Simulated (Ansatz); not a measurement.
# Phonons of InP (F-43m) against volume, part 2 of 3

Wanted: Grüneisen parameters and pressure coefficients of the modes of InP (F-43m).

Ansatz 0.2.0; DFT r2SCAN, scalar-relativistic, plane waves, PAW; PAW set soft_1.

So far: The starting structure; Bringing the structure to rest.

The database entry behind the starting cell differs from later determinations by our own check (0.1 to 0.3 % short, probably kX units), so it need not match the best structure at ambient conditions.

In doubt: the program warns that the response may not be converged on this k-mesh (step 4), which bears on the force constants and all frequencies.

## Step 3: Tight relaxation

A first tight relaxation and response on 8×8×8 k points, not shown, drew a warning on the mesh, so the tight relaxation is repeated on 12×12×12 points.

The input, input.yaml:

```yaml
crystal:
  lattice:
    - [0.0, 2.9536702847, 2.9536702847]
    - [2.9536702847, 0.0, 2.9536702847]
    - [2.9536702847, 2.9536702847, 0.0]
  atoms:
    - { symbol: P, position: [0.75, 0.75, 0.75] }
    - { symbol: In, position: [0.0, 0.0, 0.0] }
kpoints:
  mp_grid: { grid: [12, 12, 12] }
hamiltonian:
  xc: r2scan
  pseudopotentials: { kind: paw, azcp: { folder: soft_1 } }
scf:
  occupations: { method: fixed }
output:
  forces: true
  stress: true
  eigenvalues: true
  write_density: true
  write_potential: true
  elf: true
  volumetric_format: npy
relax:
  adjacent_minimum: "off"
  f_tol: 0.001
  max_steps: 60
  cell: { stress_tol: 0.01 }
```

Command:

```
$ ansatz run input.yaml --threads 4 --pin off --max-ram 10240MiB --backend cpu --events-out ev --progress --plain --runs-dir out
```

Numbers of over 12 decimals in the logs are rounded to 6 here.

Output:

```text
[...]
Crystal: 2 atoms, lattice volume = 51.537 Å³
Basis set: ecut = 500 eV, 1363 PW (Γ), exchange–correlation on 128×128×128 points (64 copies of the dense FFT grid, shifted against one another)
Bands: 13, of which v1, the nominal top of the filled ones, is band 9 counted from 1 (8 counted from 0)
Symmetry: 24 space group operations
[...]
k-point 71: bands = [... 5 lower, -2.8355, 0.9399, 3.5931, 3.6580, 11.1239, 11.2385, 12.5263, 13.1277]
--- Relaxed structure (1 steps of the walk, 1 accepted, 1 SCFs on fresh bases) ---
[...]
cell:  # Å, volume = 51.5366 Å³
    - [0.0, 2.9536702847, 2.9536702847]
    - [2.9536702847, 0.0, 2.9536702847]
    - [2.9536702847, 2.9536702847, 0.0]
  atoms:
    - { symbol: P, position: [0.75, 0.75, 0.75] }
    - { symbol: In, position: [0.0, 0.0, 0.0] }
[key lines of the parts left out:]
SCF converged after 5 iterations
Free energy (F): -6371.802061 eV
Fermi energy:    6.553567 eV
P = ⅓ Tr σ = 0.0099 GPa (0.099 kbar)
```

Wall time 4.2 s (4 threads of Intel Xeon 6975P-C (Granite Rapids), shared host); peak memory 0.56 GiB.

Little changed from the start: no atom moved by 0.005 Å and no cell edge by 0.1 %.

Numbers from this step:

- pressure: 0.009859 GPa
- gap on the k-mesh: 1.023 eV

Electrostatic potential energy in the ac plane of a cell with a along [110], b along [-110] and c along [001] of the cube at fractional y = 0.000, with atoms of P and In within 0.2 Å of it. With pseudopotentials it is smooth inside the atoms' cores, unlike the true potential.

Values in eV, 9 rows by 16 columns, each cell a mean:
```
-29 -18   4   9  10   7  -9 -28 -29 -18   4   9  10   7  -9 -28
 -4   3   8  10  10   9   6  -2  -4   3   8  10  10   9   6  -2
  9  10  10  10  10  10  10  10   9  10  10  10  10  10  10  10
 11  11  11  10  10  11  11  11  11  11  11  10  10  11  11  11
 11  11  10   9   8  10  11  11  11  11  10   9   8  10  11  11
 11  10   4 -13 -17   0   9  11  11  10   4 -13 -17   0   9  11
  8   8  -8 -38 -40 -20   6   8   8   8  -8 -38 -40 -20   6   8
-12  -1  -1 -23 -27  -7   2  -9 -12  -1  -1 -23 -27  -7   2  -9
-30 -21   3   6   6   5 -12 -30 -30 -21   3   6   6   5 -12 -30
```
Columns run along a (8.4 Å; values clipped at the 3rd and 97th percentile), rows up along c (5.9 Å), edges of the conventional cell, whose origin can differ from the input's. Atoms in or near the plane, at fractional coordinates: P at (0.75, 0.25), P at (0.25, 0.25), In at (0.50, 0.00), In at (0.00, 0.00).

ELF in the ac plane of a cell with a along [110], b along [-110] and c along [001] of the cube at fractional y = 0.000, with atoms of P and In within 0.2 Å of it. It is the smooth field of the valence electrons, not physical close to the nuclei.

Ten even steps from '0' (0.01) to '9' (0.86), each cell a mean:
```
01222332221002223332220
12221001222122211011221
22210000122222110001222
21100000011221100000112
11000000001110000000001
00000000000000000000000
00000110000000001110000
00013443100000024442000
00147886410001357875300
01478888641002578887520
02687447862014785458741
14795005973126882028852
23797128973225994149952
22489779842223699799632
01259998521012379997321
00236775320001246764210
```
Columns run along a (8.4 Å), rows up along c (5.9 Å), edges of the conventional cell, whose origin can differ from the input's. Atoms in or near the plane, at fractional coordinates: P at (0.75, 0.25), P at (0.25, 0.25), In at (0.50, 0.00), In at (0.00, 0.00).

Valence density in the ac plane of a cell with a along [110], b along [-110] and c along [001] of the cube at fractional y = 0.000, with atoms of P and In within 0.2 Å of it. It is the smooth field of the valence electrons, not physical close to the nuclei.

Ten steps, logarithmic in the rise over the least value, from '0' (0.01 × 1e0 e/Å³) to '9' (9.53 × 1e0 e/Å³), each cell a mean:
```
98521111258997311111379
76310000136774210001257
33100000123332100000123
11100000011111000000011
00000000000000000000000
00000000000000000000000
00000000000000000000000
00001111000000001110000
00012222100000112221100
00123443210000133432100
01234444321001234343210
11234224321112343134321
22344334432222344244322
54334444334553344444335
87433333347886333333368
98532222358997422222479
```
Columns run along a (8.4 Å), rows up along c (5.9 Å), edges of the conventional cell, whose origin can differ from the input's. Atoms in or near the plane, at fractional coordinates: P at (0.75, 0.25), P at (0.25, 0.25), In at (0.50, 0.00), In at (0.00, 0.00).

The forces vanish by symmetry and the pressure is 0.010 GPa, within the tolerances set. The cell now holds 25.77 Å³/atom.

## Step 4: Zone-centre response at rest

The modes at rest are the reference of the series, and the response to a field gives the dielectric tensor and the Born charges.

input.yaml, the sections that differ from step 3:

```yaml
output:
  eigenvalues: true
phonons:
  method: dfpt
  dielectric: true
  rigid_motions: translations
# crystal, kpoints, hamiltonian, scf: as in step 3
# relax: removed
```

Output:

```text
[...]
Crystal: 2 atoms, lattice volume = 51.537 Å³
Basis set: ecut = 500 eV, 1363 PW (Γ), exchange–correlation on 160×160×160 points (125 copies of the dense FFT grid, shifted against one another)
Bands: 13, of which v1, the nominal top of the filled ones, is band 9 counted from 1 (8 counted from 0)
Symmetry: 24 space group operations
k-points: 280 of 1728 (irreducible under 4 space group operations, time reversal used)
[...]
SCF iter   1: F=—  HF=-6371.883913 eV  |F-HF|=—  |Δ(HF+E_count)|=         —  Δρ=3.50e-2  dr2=7.93e-1  dr2_τ=2.23e-2  ethr=3.10e-3  ⟨swp⟩=5.0  Hψ=19736  notcnv=0  defer=516
[...]
SCF iter   8: F=-6371.802061 eV  HF=-6371.802061 eV  |F-HF|=1.18e-11  |Δ(HF+E_count)|=   4.65e-9  Δρ=2.67e-7  dr2=3.62e-11  dr2_τ=2.53e-12  ethr=1.00e-12  ⟨swp⟩=8.8  Hψ=29298  notcnv=0
SCF 1 converged in 8 iterations: F = -6371.802061 eV  dr2 = 3.62e-11
[...]
NSCF: frozen V_eff on 1 k-points
DFPT response loops at Γ: preconditioner auto → none (the input reference at scf.mixing.eps_inf says where Resta's filter doesn't serve); β = 0.50; Broyden in place of MSR1
── the response to a field inside a basis, on 14×14×14 k-points: an SCF that follows is theirs, and a resumed run solves both again ──
Bands: 10, of which v1, the nominal top of the filled ones, is band 9 counted from 1 (8 counted from 0)
k-points: 280
[...]
Eigensolver: Dense (280 Hₖ)
SCF iter   1: F=—  HF=-6371.798643 eV  |F-HF|=—  |Δ(HF+E_count)|=         —  Δρ=6.67e-5  dr2=5.83e-7  dr2_τ=1.25e-6  ethr=1.00e-1
[...]
SCF iter   3: F=-6371.798647 eV  HF=-6371.798647 eV  |F-HF|=1.12e-8  |Δ(HF+E_count)|=   7.80e-7  Δρ=5.51e-6  dr2=2.27e-8  dr2_τ=7.87e-10  ethr=7.15e-10
SCF 1 converged in 3 iterations: F = -6371.798647 eV  dr2 = 2.27e-8
[...]
WARN: field response: ε∞ stands inside a basis, on 14×14×14 points; the force constants stand on the 12×12×12 k-mesh, whose period is 11.37 times the interband length at k = (0.0000, 0.0000, 0.0000), direct gap 1.023 eV, under 14: take them and everything formed from them as unconverged, and compare with a denser kpoints.mp_grid
SCF converged after 8 iterations
Free energy (F): -6371.802061 eV
[...]
Internal energy: -6371.802061 eV  (E = F + TS)
E sigma→0 (E₀):  -6371.802061 eV
Fermi energy:    6.553568 eV
[...]
--- Band table (eV; the first three rows and the last of 280) ---
  k-point 0: bands = [... 5 lower, -5.2817, 6.5536, 6.5536, 6.5536, 7.5767, 10.9789, 10.9789, 10.9789]
  k-point 1: bands = [... 5 lower, -5.2005, 5.6922, 6.4665, 6.4665, 8.1901, 11.0091, 11.1134, 11.1134]
  k-point 2: bands = [... 5 lower, -4.9643, 4.3998, 6.2518, 6.2518, 8.6472, 11.3816, 11.4221, 11.4221]
  k-point 279: bands = [... 5 lower, -2.8355, 0.9399, 3.5931, 3.6580, 11.1239, 11.2385, 12.5263, 13.1277]
--- Phonons (Γ-DFPT): 2 representative perturbations + reference, on 280 of 1728 k-points (Σ response iterations 12) ---
  k mesh reduced under 4 symmetry operations, with k and −k counted as one. Each operation leaves every solved perturbation unchanged. A smaller set is not considered because the functional reads the kinetic-energy density
  ASR residual: 1.316e-4 → 0.000e0 eV/Å²; symmetrization residual: 4.545e-6 eV/Å²
  ASR residual per site (eV/Å²): 1.32e-4 1.38e-5
  Γ frequencies (cm⁻¹): 0.00 0.00 0.00 295.94 295.94 295.94
  ε∞ (high-frequency dielectric tensor):
        9.739001     0.000000     0.000000
        0.000000     9.739001     0.000000
        0.000000     0.000000     9.739001
  ε⁰ (static dielectric tensor: ions relaxed, cell fixed):
       12.712122     0.000000     0.000000
        0.000000    12.712122     0.000000
        0.000000     0.000000    12.712122
  ε⁰ − ε∞ (ionic part):
        2.973121    -0.000000     0.000000
       -0.000000     2.973121     0.000000
        0.000000     0.000000     2.973121
  softest optical mode at Γ: 295.94 cm⁻¹; the repairs (sum rule, projections) moved no ω² at Γ by more than (1.18 cm⁻¹)²
  Born effective charges Z* (e; rows j = field, columns β = displacement):
    site 0:
        -2.57927    0.00000   -0.00000
        -0.00000   -2.57927   -0.00000
        -0.00000   -0.00000   -2.57927
    site 1:
         2.57927   -0.00000    0.00000
         0.00000    2.57927    0.00000
         0.00000    0.00000    2.57927
  Z* charge neutrality: 8.799e-5 e pre-enforcement
  solved inside a basis spanned on kpoints, on 14×14×14 k-points transformed towards the longest dipole: ε∞ is read to err by 2.9e-2, Z* by 1.4e-2 e (field_mesh: kpoints solves on kpoints); Z* is corrected for what the basis lacks
  optical modes at Γ without the LO–TO term, one row a degenerate level:
      ω (cm⁻¹)  modes    IR ((D/Å)²/amu)
        295.94      3            18.8758
  optical modes at Γ + LO–TO along q̂ = [1.0000, 0.0000, 0.0000]:
      ω (cm⁻¹)  modes    IR ((D/Å)²/amu)
        295.94      2            12.5839
        338.11      1             6.2919
  optical modes at Γ + LO–TO along q̂ = [0.0000, 1.0000, 0.0000]:
      ω (cm⁻¹)  modes    IR ((D/Å)²/amu)
        295.94      2            12.5839
        338.11      1             6.2919
  optical modes at Γ + LO–TO along q̂ = [0.0000, 0.0000, 1.0000]:
      ω (cm⁻¹)  modes    IR ((D/Å)²/amu)
        295.94      2            12.5839
        338.11      1             6.2919
```

Run time: 66 s. Hardware: 4 threads; peak memory 1.9 GiB; 4.1 min of CPU time.

Numbers from this step:

| Property | Result |
| --- | --- |
| sum-rule residual before enforcement | 1.32e-4 eV/Å² |
| miss of the charge sum rule | 8.80e-5 e |
| estimated error of the dielectric tensor | 0.02907 |
| estimated error of the Born charges | 0.01372 e |
| point group | -43m |
| highest optical mode at the zone centre (no LO-TO term) | 295.9 cm⁻¹ |
| lowest optical zone-centre mode | 295.9 cm⁻¹ |
| mean high-frequency dielectric constant | 9.739 |
| largest Born charge (third of the trace) | -2.579 e |
| mean static dielectric constant | 12.71 |
| top of the zone-centre spectrum with the field | 338.1 cm⁻¹ |

Without the LO-TO term. Patterns of degenerate modes are one choice out of their space. The modes at Γ (shares of kinetic energy by element, %):

```
mode  frequency (cm⁻¹)  symmetry  P %  In %
   1               0.0  acoustic   21    79
   2               0.0  acoustic   21    79
   3               0.0  acoustic   21    79
   4             295.9        T2   79    21
   5             295.9        T2   79    21
   6             295.9        T2   79    21
```

Displacements in mode 6 (295.9 cm⁻¹), the largest set to 1:
```
P1   0.00  0.98  1.00
In2  0.00 -0.26 -0.27
```

Optical modes at the zone centre, without and with the macroscopic field of the longitudinal modes; each column is sorted by frequency, so a row need not hold one and the same mode. Modes with and without the field, by row:

```
rank among optical modes  no field (cm⁻¹)  q along (1, 0, 0) (cm⁻¹)
                       1            295.9                     295.9
                       2            295.9                     295.9
                       3            295.9                     338.1
```

Born charge (rows field, columns displacement) (e), principal values of the symmetric part by kind of site:

```
atom  atoms with these values    low  middle   high   mean
  P1                        1  -2.58   -2.58  -2.58  -2.58
 In2                        1   2.58    2.58   2.58   2.58
```

In full for P1:

```
-2.58  0.00  0.00
 0.00 -2.58  0.00
 0.00  0.00 -2.58
```

High-frequency dielectric tensor:

```
9.74 0.00 0.00
0.00 9.74 0.00
0.00 0.00 9.74
```

Static dielectric tensor (ions relaxed, fixed cell):

```
12.71  0.00  0.00
 0.00 12.71  0.00
 0.00  0.00 12.71
```

Transverse modes. Infrared lines, with heights relative to the strongest:

```
position (cm⁻¹)  label  relative intensity
            296     T2                 100
```

Before it was imposed, the acoustic sum rule was missed by 1.3e-4 eV/Å² and the charge sum rule by 8.8e-5 e. Small misses are needed for a sound result but don't prove that mesh and cutoff are converged. The lowest optical mode is real, 296 cm⁻¹.

The log warns of the k mesh: “the force constants stand on the 12×12×12 k-mesh, whose period is 11.37 times the interband length at k = (0.0000, 0.0000, 0.0000), direct gap 1.023 eV, under 14: take them and everything formed from them as unconverged”. So the frequencies of this run count as unconverged too.

## Step 5: Ground state of a member: 1.06 times the volume at rest

The cell is set to 1.06 times the volume at rest; symmetry leaves nothing else free, so this is a single point.

input.yaml, the sections that differ from step 4:

```yaml
crystal:
  lattice:
    - [0.0, 3.0116000955, 3.0116000955]
    - [3.0116000955, 0.0, 3.0116000955]
    - [3.0116000955, 3.0116000955, 0.0]
  atoms:
    - { symbol: P, position: [0.75, 0.75, 0.75] }
    - { symbol: In, position: [0.0, 0.0, 0.0] }
scf:
  occupations: { method: gaussian, width: 0.02 }
output:
  forces: true
  stress: true
  eigenvalues: true
# kpoints, hamiltonian: as in step 4
# phonons: removed
```

Output:

```text
[...]
Crystal: 2 atoms, lattice volume = 54.629 Å³
Basis set: ecut = 500 eV, 1411 PW (Γ), exchange–correlation on 128×128×128 points (64 copies of the dense FFT grid, shifted against one another)
Bands: 13, of which v1, the nominal top of the filled ones, is band 9 counted from 1 (8 counted from 0)
Symmetry: 24 space group operations
[...]
k-points: 72 of 1728 (time reversal used)
[...]
SCF iter   1: F=—  HF=-6371.837532 eV  |F-HF|=—  |Δ(HF+E_count)|=         —  Δρ=3.31e-2  dr2=7.55e-1  dr2_τ=1.82e-2  ethr=3.10e-3  ⟨swp⟩=6.6  Hψ=6581  notcnv=0
[...]
SCF iter   7: F=-6371.766788 eV  HF=-6371.766788 eV  |F-HF|=6.66e-10  |Δ(HF+E_count)|=   4.84e-8  Δρ=3.92e-6  dr2=1.08e-8  dr2_τ=1.10e-10  ethr=5.56e-10  ⟨swp⟩=7.4  Hψ=5100  notcnv=0
SCF 1 converged in 7 iterations: F = -6371.766788 eV  dr2 = 1.08e-8
[...]
SCF converged after 7 iterations
Free energy (F): -6371.766788 eV
[...]
Internal energy: -6371.766788 eV  (E = F + TS)
E sigma→0 (E₀):  -6371.766788 eV
Fermi energy:    6.193250 eV
[...]
--- Stress (GPa, compression-positive) ---
       -3.470083       0.000000      -0.000000
        0.000000      -3.470083       0.000000
       -0.000000       0.000000      -3.470083
  P = ⅓ Tr σ = -3.4701 GPa (-34.701 kbar)
--- Band table (eV; the first three rows and the last of 72) ---
  k-point 0: bands = [... 5 lower, -5.6023, 5.8515, 5.8515, 5.8515, 6.5343, 10.2653, 10.2653, 10.2653]
  k-point 1: bands = [... 5 lower, -5.5286, 4.9531, 5.7729, 5.7729, 7.2139, 10.2763, 10.3900, 10.3900]
  k-point 2: bands = [... 5 lower, -5.3143, 3.7234, 5.5775, 5.5775, 7.7092, 10.5782, 10.6793, 10.6793]
  k-point 71: bands = [... 5 lower, -3.4245, 0.4685, 3.1252, 3.2040, 10.2835, 10.4052, 11.6637, 12.4110]
```

Wall time 2.1 s (4 threads); peak memory 0.53 GiB.

Numbers from this step:

* pressure: -3.470 GPa
* gap on the k-mesh: 0.6828 eV
* volume per atom: 27.31 Å³

The forces vanish by symmetry, at a pressure of -3.47 GPa.

(Part 2 of 3 ends here.)

[Logs are printed without paths, hosts, clocks, repeated set-up lines and the standing remarks that a program may print on its own settings, such as how far it seeks lower states.]

[Hosts, paths, dates, database ids (printed as entryN), source tags and the programs' standing remarks are cut or masked in the printed files.]
